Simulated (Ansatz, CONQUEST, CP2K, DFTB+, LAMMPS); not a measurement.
## Ionic liquid triethylsulfonium TFSI- with water at 300 K (120 atoms): one structure in several programs

Wanted: errors and costs of other methods on ionic liquid triethylsulfonium TFSI- with water at 300 K (120 atoms). A plane-wave run serves as the reference.

Method: Kohn-Sham DFT, PBE, PAW, plane waves, in Ansatz 0.2.0.

### 1. The starting structure

The cell holds 120 atoms: 24 C, 9 S, 51 H, 3 N, 15 O and 18 F. Cell: a = 11.473 Å, b = 11.473 Å, c = 11.473 Å, α = 90.0°, β = 90.0°, γ = 90.0°. 3 triethylsulfonium, 3 TFSI-, 3 H2O placed at random, at 1.38 g/cm³; overlaps pushed apart, then 10 ps at 700 K with MMFF94 bonds, angles, torsions, charges and radii (Halgren, J. Comput. Chem. 17, 490 (1996)) in harmonic and 12-6 forms; SPC/E water (Berendsen, Grigera and Straatsma, J. Phys. Chem. 91, 6269 (1987)); charges of ions scaled by 0.8. Snapshot after 30 ps at 300 K and fixed volume.

### 2. The reference run

The PAW files are the set soft_2.

Input file input.yaml:

```yaml
crystal:
  lattice:
    - [11.4726, 0.0, 0.0]
    - [0.0, 11.4726, 0.0]
    - [0.0, 0.0, 11.4726]
  atoms:
    - { symbol: C, position: [0.54147, 0.15384, 0.68247] }
    - { symbol: C, position: [0.62721, 0.19548, 0.59882] }
    - { symbol: S, position: [0.59252, 0.35109, 0.55992] }
    - { symbol: C, position: [0.7407, 0.39097, 0.51655] }
    [... 110 atom lines left out ...]
    - { symbol: O, position: [0.35194, 0.47662, 0.21444] }
    - { symbol: H, position: [0.4338, 0.45371, 0.19516] }
    - { symbol: H, position: [0.35226, 0.55302, 0.25639] }
    - { symbol: O, position: [0.25102, 0.25767, 0.05903] }
    - { symbol: H, position: [0.19664, 0.18968, 0.05474] }
    - { symbol: H, position: [0.22168, 0.31466, 0.1181] }
kpoints:
  mp_grid: { grid: [1, 1, 1] }
hamiltonian:
  xc: pbe
scf:
  occupations: { method: fermi_dirac, width: 0.05 }
output:
  forces: true
  eigenvalues: true
  populations: true
  stress: true
```

Command:

```console
$ ansatz run input.yaml --threads 4 --pin off --max-ram 8192MiB --backend cpu --events-out ev --progress --plain --runs-dir out
```

The log of the run:

```text
[...]
Pseudopotentials: kind: paw
Pseudopotential: C, paw, valence charge 4, recommended cutoff 420 eV (normal), C.paw.azcp
Pseudopotential: S, paw, valence charge 6, recommended cutoff 420 eV (normal), S.paw.azcp
Pseudopotential: H, paw, valence charge 1, recommended cutoff 420 eV (normal), H.paw.azcp
Pseudopotential: N, paw, valence charge 5, recommended cutoff 420 eV (normal), N.paw.azcp
Pseudopotential: O, paw, valence charge 6, recommended cutoff 420 eV (normal), O.paw.azcp
Pseudopotential: F, paw, valence charge 7, recommended cutoff 420 eV (normal), F.paw.azcp
[... 5 lines on functional and potentials left out ...]
Crystal: 120 atoms, lattice volume = 1510.030 Å³
Basis set: ecut = 420 eV, 29423 PW (Γ), exchange–correlation on 160×160×160 points (8 copies of the dense FFT grid, shifted against one another)
Bands: 336, of which v1, the nominal top of the filled ones, is band 216 counted from 1 (215 counted from 0)
Symmetry: 1 space group operations
Space group: P1 (ITA 1), of the structure as read, at distance tolerance 1.1e-4 Å
k-points: 1
[... 13 lines on functional and potentials left out ...]
Initial density: superposition of atomic densities (neutral atoms: chi_scale 0, normalization atom), corrected by the library's trained network
Initial wavefunctions: pseudopotential atomic-orbital guess
[...]
SCF iter   1: F=—  HF=-39143.860193 eV  |F-HF|=—  |Δ(HF+E_count)|=         —  Δρ=6.54e-3  dr2=1.62e0  ethr=1.77e-3  ⟨swp⟩=6.0  Hψ=1575  notcnv=0  defer=44
preconditioner: auto → Resta (q_TF=auto, 2.215 Å⁻¹)  ε∞=2.6  [insulator: Δε(μ)=4.169 eV  Ē_g=15.128 eV  σ=0.050 eV  W_gap=1.00  n_scr=256 (ndim 8)  ℏωp=19.0 eV  f_vac=0.304  D(μ)=0.00/eV (n_scr^D=0)  ε∞_Penn≈2.6]
[...]
SCF iter  10: F=—  HF=-39143.237722 eV  |F-HF|=—  |Δ(HF+E_count)|=   4.80e-7  Δρ=5.58e-6  dr2=4.69e-7  ethr=5.42e-10  ⟨swp⟩=2.0  Hψ=420  notcnv=0  defer=114
SCF iter  11: F=-39143.237722 eV  HF=-39143.237722 eV  |F-HF|=3.68e-8  |Δ(HF+E_count)|=   2.34e-8  Δρ=2.31e-6  dr2=8.10e-8  ethr=2.31e-11  ⟨swp⟩=15.0  Hψ=2045  notcnv=0
SCF 1 converged in 11 iterations: F = -39143.237722 eV  dr2 = 8.10e-8
[...]
SCF converged after 11 iterations
Free energy (F): -39143.237722 eV
Harris-Foulkes:  -39143.237722 eV  (|F-HF|=3.68e-8)
Internal energy: -39143.237722 eV  (E = F + TS)
E sigma→0 (E₀):  -39143.237722 eV
Fermi energy:    1.234772 eV
--- Per-component energies (eV) ---
[...]
Σ components = -39143.237722   (vs F -39143.237722, Δ=0.00e0)
--- Forces (eV/Å), atoms counted from 1 ---
  atom   1  C     -1.33693091     0.13523884     0.91277705
  atom   2  C     -0.78917917     0.83235593    -0.94713586
  atom   3  S      1.25613967    -1.78865497    -0.95745329
  atom   4  C     -0.58780454     2.49984442    -0.68598307
[...]
atom 120  H      0.02645097    -0.95768378    -0.92295705
  max |Σ_I F_I| component: 5.41e-5 eV/Å
--- Stress (GPa, compression-positive) ---
        1.799938      -0.085852       0.153335
       -0.085852      -0.202341       0.526758
        0.153335       0.526758       1.410553
  P = ⅓ Tr σ = 1.0027 GPa (10.027 kbar)
--- Band table (eV) ---
  k-point 0: bands = ["-27.4482", "-27.4198", "-27.4108", "-26.9455", [... 320 levels ...], "10.0557", "10.1292", "10.1715", "10.2192", "10.2393", "10.2654", "10.3514", "10.3969", "10.4340", "10.4899", "10.5172", "10.5636"]
--- Löwdin populations: 120 sites ---
  site symbol       q [e]
     0      C      4.4367
     1      C      4.3184
     2      S      5.2516
[...]
119      H      0.5941
  spilling = 0.015302 (of n_electrons = 432.000000)
```

Run time: 9.8 s. Hardware: 4 threads of Intel Xeon 6975P-C (Granite Rapids), shared host; peak memory 1.8 GiB.

The column dr2 measures how far the density is from self-consistency, as an energy; F and HF (Harris–Foulkes) agree once it is small.

The run gave:

- free energy: -39143.2377 eV
- free energy per atom: -326.1936 eV/atom
- SCF cycles: 11
- pressure: 1.003 GPa
- r.m.s. force component: 0.9794 eV/Å
- longest force: 4.39 eV/Å
- Fermi energy: 1.235 eV
- gap (highest filled to lowest empty level): 2.707 eV
- spilling of the projection: 0.0153

Neighbours are counted within 1.34 Å (H-C), 1.21 Å (H-O), 1.85 Å (C-C), 1.62 Å (C-F), 2.21 Å (C-S), 1.88 Å (O-S), 2.02 Å (S-N).

Length of the force by element and coordination:

```
element  coordination  atoms  mean length of the force (eV/Å)  spread   least   most
      C           all     24                             2.43   0.860    1.28   4.39
      F           all     18                             1.20   0.554   0.208   2.58
      H           all     51                             1.02   0.594  0.0727   3.20
      N           all      3                             1.30   0.347   0.813   1.55
      O           all     15                             1.16   0.514   0.443   2.38
      O             1     12                             1.29   0.477   0.595   2.38
      O             2      3                            0.622   0.228   0.443  0.944
      S           all      9                             2.33   0.760    1.58   3.65
      S             3      3                             1.97   0.295    1.72   2.39
      S             4      6                             2.51   0.853    1.58   3.65
```

Löwdin charges by element and coordination (they lack the spilled electrons, 0.055 e an atom on average):

```
element  coordination  atoms  mean charge (e)  spread   least    most
      C           all     24           -0.141   0.452  -0.486   0.661
      F           all     18           -0.221  0.0179  -0.248  -0.183
      H           all     51            0.236  0.0603   0.166   0.406
      N           all      3           -0.834  0.0116  -0.844  -0.818
      O           all     15           -0.731  0.0215  -0.763  -0.685
      O             1     12           -0.732   0.023  -0.763  -0.685
      O             2      3           -0.728  0.0134  -0.746  -0.714
      S           all      9             1.71   0.657   0.748    2.20
      S             3      3            0.782   0.027   0.748   0.815
      S             4      6             2.18  0.0274    2.13    2.20
```

The levels nearest the highest filled one (over half full), pooled over k-points and spins:

```
level less the highest filled one (eV)  occupation
                                -0.652           2
                                -0.486           2
                                -0.413           2
                                -0.173           2
                                -0.114           2
                                     0           2
                                  2.71           0
                                  2.81           0
                                  3.13           0
                                  3.38           0
                                  3.53           0
                                  3.69           0
```

### 3. Local order

Density 1.38 g/cm³, 12.58 Å³ an atom.

g(r), total and by pair (bins of 0.2 Å):

```
r (Å)  total   H-H    H-C   H-F   H-O   H-S   H-N
 0.90   0.09  0.00   0.00  0.00  0.82  0.00  0.00
 1.10   3.54  0.00  18.50  0.00  3.73  0.00  0.00
 1.30   0.68  0.00   0.00  0.00  0.00  0.00  0.00
 1.50   0.98  0.00   0.00  0.00  0.00  0.00  0.00
 1.70   1.06  4.89   0.00  0.00  0.00  0.00  0.00
 1.90   0.56  0.95   0.00  0.00  0.64  0.00  0.00
 2.10   0.80  0.42   2.94  0.14  0.37  0.00  0.00
 2.30   0.97  1.46   1.75  0.62  0.14  1.90  0.00
 2.50   1.06  2.38   0.30  0.54  0.61  2.17  0.00
 2.70   1.42  1.42   0.75  0.65  0.96  0.19  0.00
 2.90   0.92  1.09   1.30  0.54  0.57  1.13  0.00
 3.10   0.86  1.41   0.80  0.48  0.58  1.52  0.40
 3.30   0.81  0.47   0.87  0.96  1.08  0.85  0.38
 3.50   0.83  0.86   0.88  0.74  0.58  0.74  0.00
 3.70   0.86  0.80   0.96  0.85  0.75  1.32  0.56
 3.90   0.92  1.24   0.97  1.11  0.68  0.86  0.77
 4.10   0.89  0.80   0.93  0.85  0.98  0.86  0.71
 4.30   1.08  1.20   1.35  1.21  1.39  0.56  0.64
 4.50   1.09  1.14   1.26  0.89  0.93  0.77  1.17
 4.70   0.97  1.15   1.04  0.95  0.50  0.94  0.87
 4.90   1.02  1.08   1.32  0.99  0.88  0.94  0.97
 5.10   1.02  1.06   1.10  1.21  1.02  1.30  1.21
 5.30   1.09  1.04   0.91  1.14  1.06  0.89  0.98
 5.50   1.12  1.01   1.00  1.19  1.28  1.29  1.03
```

Bonds by pair of elements; cutoffs follow the first minimum of g(r), held within bounds set by covalent radii, and pairs that aren't listed don't count as bonded:

```
pair A-B  cutoff (Å)  bonds  mean length (Å)  spread (Å)  shortest (Å)  B about A  A about B
     H-C        1.34     45             1.09       0.033          1.02      0.882       1.88
     H-O        1.21      6                1           0             1      0.118        0.4
     C-C        1.85      9             1.53       0.034          1.46       0.75       0.75
     C-F        1.62     18             1.37       0.025          1.33       0.75          1
     C-S        2.21     15             1.83       0.029          1.80      0.625       1.67
     O-S        1.88     12             1.46       0.019          1.42        0.8       1.33
     S-N        2.02      6             1.60       0.018          1.56      0.667          2
```

How many atoms have how many bonded neighbours:

```
element  mean   1  2  3   4
      C     4   0  0  0  24
      F     1  18  0  0   0
      H     1  51  0  0   0
      N     2   0  3  0   0
      O   1.2  12  3  0   0
      S  3.67   0  0  3   6
```

### 4. The other programs

The programs:
- CONQUEST 1.3: pseudo-atomic orbitals (double zeta with polarisation, or contracted to multi-site or on-site support functions) with norm-conserving potentials on an integration grid.
- CP2K 2026.2: Gaussian basis with GTH pseudopotentials and a plane-wave density; labels give functional, basis (MOLOPT sets; SR short-range, UZH the newer set with its own potentials), grid cutoff/relative cutoff and solver (OT: orbital transformation; TRS4, TC2, SIGN: linear-scaling purification with its sparsity filter), or its built-in tight binding.
- DFTB+ 25.1: tight binding, with Slater–Koster sets (DFTB) or xTB through its tblite library.

All use the same cell and atoms; the electronic-structure runs use the same k-mesh, and an electronic temperature of 580 K (0.05 eV) where levels are smeared.

Differences are against the plane-wave reference, forces as r.m.s. over components; share is that over the reference's r.m.s. force, slope the least-squares factor from reference forces to these. Total energies of different programs have different zeros and aren't compared.

```
                                                                     run  Δ force, r.m.s. (meV/Å)  share (%)  slope  Δ pressure (GPa)  Δ gap (eV)  cores  CPU time  memory (GiB)
                                                               reference                        -          -      -                 -           -      4      30 s           1.8
                                               CONQUEST PBE, grid 120 Ha                      299       30.6  0.995              1.55      -0.236      4   4.7 min           7.0
                                       CONQUEST PBE, grid 40 Ha (coarse)                     1237        126  0.977              2.61      -0.221      2   2.2 min           2.3
                     CP2K PBE, DZVP-MOLOPT-SR, 210/50 Ry, OT CG (coarse)                      249       25.4  0.979             0.773      -0.113      2     6 min          0.78
                              CP2K PBE, DZVP-MOLOPT-SR, 600/50 Ry, OT CG                      171       17.4  0.963             0.727      -0.123      4    11 min           3.5
                      CP2K PBE, SZV-MOLOPT-SR, 600/50 Ry, OT CG (coarse)                     3250        332  0.344              20.0       0.295      2   6.9 min           2.2
CP2K PBE, SZV-MOLOPT-SR, 600/50 Ry, TC2 filter 1e-04, SCF 1e-05 (coarse)                     3229        330  0.335              19.7           -      1      62 s           2.0
CP2K PBE, SZV-MOLOPT-SR, 600/50 Ry, TC2 filter 1e-05, SCF 1e-06 (coarse)                     3240        331  0.341              19.9           -      1   2.1 min           2.0
CP2K PBE, SZV-MOLOPT-SR, 600/50 Ry, TC2 filter 1e-06, SCF 1e-06 (coarse)                     3240        331  0.341              19.9           -      1   2.3 min           2.0
                                                      DFTB+ DFTB 3ob-3-1                      742       75.7  1.000              2.32       0.469      1     1.2 s          0.19
                                                          DFTB+ GFN1-xTB                      288       29.4  0.966             -3.29      -0.263      1     2.6 s          0.19
```

Rows marked coarse were listed beforehand as settings not expected to be converged; some can still land near the reference.

CPU time is summed over cores on a shared host, where runs went side by side, so it is rough. Symmetry, cutoffs, thresholds, outputs and thread counts weren't matched or tuned between programs; memory under MPI is the largest rank's times the ranks.

Mean charges by element (e), by run and scheme:

```
                                       run     scheme      C      S      H      N      O      F
                                 reference     Löwdin  -0.14  +1.71  +0.24  -0.83  -0.73  -0.22
CP2K PBE, DZVP-MOLOPT-SR, 600/50 Ry, OT CG   Mulliken  -0.11  +0.69  +0.10  -0.39  -0.36  -0.11
CP2K PBE, DZVP-MOLOPT-SR, 600/50 Ry, OT CG  Hirshfeld  -0.01  +0.39  +0.06  -0.24  -0.28  -0.07
                        DFTB+ DFTB 3ob-3-1   Mulliken  +0.07  +0.78  +0.15  -0.57  -0.60  -0.31
                            DFTB+ GFN1-xTB   Mulliken  +0.14  +0.39  +0.10  -0.23  -0.47  -0.23
```

The reference's Löwdin charges lack the electrons that the projection spills, 0.055 e an atom on average.

Within one program, basis, potentials and functional, energies share a zero. Each run against its twin at the usual cutoff or grid and solver:

```
                                                            run                              twin  Δ energy (meV/atom)  Δ force, r.m.s. (meV/Å)         CPU time over the twin's
                                       CONQUEST PBE, grid 40 Ha                       grid 120 Ha                -68.3                     1247  0.46 (this twin ran on 4 cores)
                     CP2K PBE, DZVP-MOLOPT-SR, 210/50 Ry, OT CG  DZVP-MOLOPT-SR, 600/50 Ry, OT CG                -7.46                      203  0.56 (this twin ran on 4 cores)
CP2K PBE, SZV-MOLOPT-SR, 600/50 Ry, TC2 filter 1e-04, SCF 1e-05   SZV-MOLOPT-SR, 600/50 Ry, OT CG                0.454                     79.2  0.15 (this twin ran on 2 cores)
CP2K PBE, SZV-MOLOPT-SR, 600/50 Ry, TC2 filter 1e-05, SCF 1e-06   SZV-MOLOPT-SR, 600/50 Ry, OT CG                0.265                     42.6  0.30 (this twin ran on 2 cores)
CP2K PBE, SZV-MOLOPT-SR, 600/50 Ry, TC2 filter 1e-06, SCF 1e-06   SZV-MOLOPT-SR, 600/50 Ry, OT CG                0.273                     42.6  0.33 (this twin ran on 2 cores)
```

### 5. Results

* reference r.m.s. force component: 0.979 eV/Å
* nearest in forces: CP2K PBE, DZVP-MOLOPT-SR, 600/50 Ry, OT CG, 17 %
* farthest in forces: CP2K PBE, SZV-MOLOPT-SR, 600/50 Ry, OT CG (coarse), 332 %
* cheapest electronic-structure run beside the reference: DFTB+ DFTB 3ob-3-1, 1.2 s of CPU time

The PBE runs in local orbitals, coarse settings apart, differ by 17 % (CP2K PBE, DZVP-MOLOPT-SR, 600/50 Ry, OT CG) to 31 % (CONQUEST PBE, grid 120 Ha); basis, grid and potentials can all enter. Tight binding differs by 29 % (DFTB+ GFN1-xTB) to 76 % (DFTB+ DFTB 3ob-3-1); it is another model, with fitted parameters of its own, and the xTB methods hold dispersion. Runs with settings chosen to be coarse differ by 25 % (CP2K PBE, DZVP-MOLOPT-SR, 210/50 Ry, OT CG) to 332 % (CP2K PBE, SZV-MOLOPT-SR, 600/50 Ry, OT CG), their programs' other errors included. Of the electronic-structure runs that take under half the reference's CPU time, DFTB+ GFN1-xTB comes nearest, at 29 % in 2.6 s against 30 s; its pressure misses by -3.3 GPa. At the same functional, gaps differ from the reference's 2.71 eV by between -0.24 and +0.29 eV. In pressure, CP2K PBE, SZV-MOLOPT-SR, 600/50 Ry, OT CG misses by +20.0 GPa, at the same functional. Charges hang on model, scheme and program or settings: among these rows the mean for C runs from -0.14 to +0.14 e, even in sign. With TC2, tightening the sparsity filter from 1e-04 to 1e-06, and the SCF threshold with it, takes the force difference from the cubic solver from 79 to 43 meV/Å, and the CPU time from 0.15 to 0.33 times the cubic solver's. In the reference: filled and empty levels are parted by 2.71 eV (at Γ alone); a semilocal functional tends to put such gaps too low. In a disordered cell it changes from sample to sample and from frame to frame. In the reference: mean Löwdin charges: C -0.14, F -0.22, H +0.24, N -0.83, O -0.73, S +1.71 e (they miss 1.5 % of the electrons, so they add up to more than the cell's charge). Periodic xTB results under one method name differ between programs and library versions (DFTB+ here holds tblite 0.3). With short bonds to hydrogen, sets of potentials differ among themselves by several per cent in forces even at converged cutoffs, so the reference isn't exact here either. The network of contacts between molecules at the start is that of the classical potential that made the cell, and needn't be the one that DFT or experiment would give. The reference's PBE has no dispersion term, which matters for the binding between molecules or layers. The density was typed from a rule of thumb and may lie off the real one at this temperature. The electronic-structure runs sample only Γ, in a cell whose shortest periodic width is 11 Å.

[Also dropped from logs without a mark: logging warnings of Python, and SIESTA's first energy breakdown and zero terms.]

[Logs are printed without paths, hosts, clocks, repeated set-up lines and the standing remarks that a program may print on its own settings, such as how far it seeks lower states.]

[Hosts, paths, dates, database ids (printed as entryN), source tags and the programs' standing remarks are cut or masked in the printed files.]

[The MMFF94 radii named for the starting cell were scaled by 0.96; in molecules described by MMFF94, hydrogen bound to N, O or S took a small fixed 12-6 site in their place.]
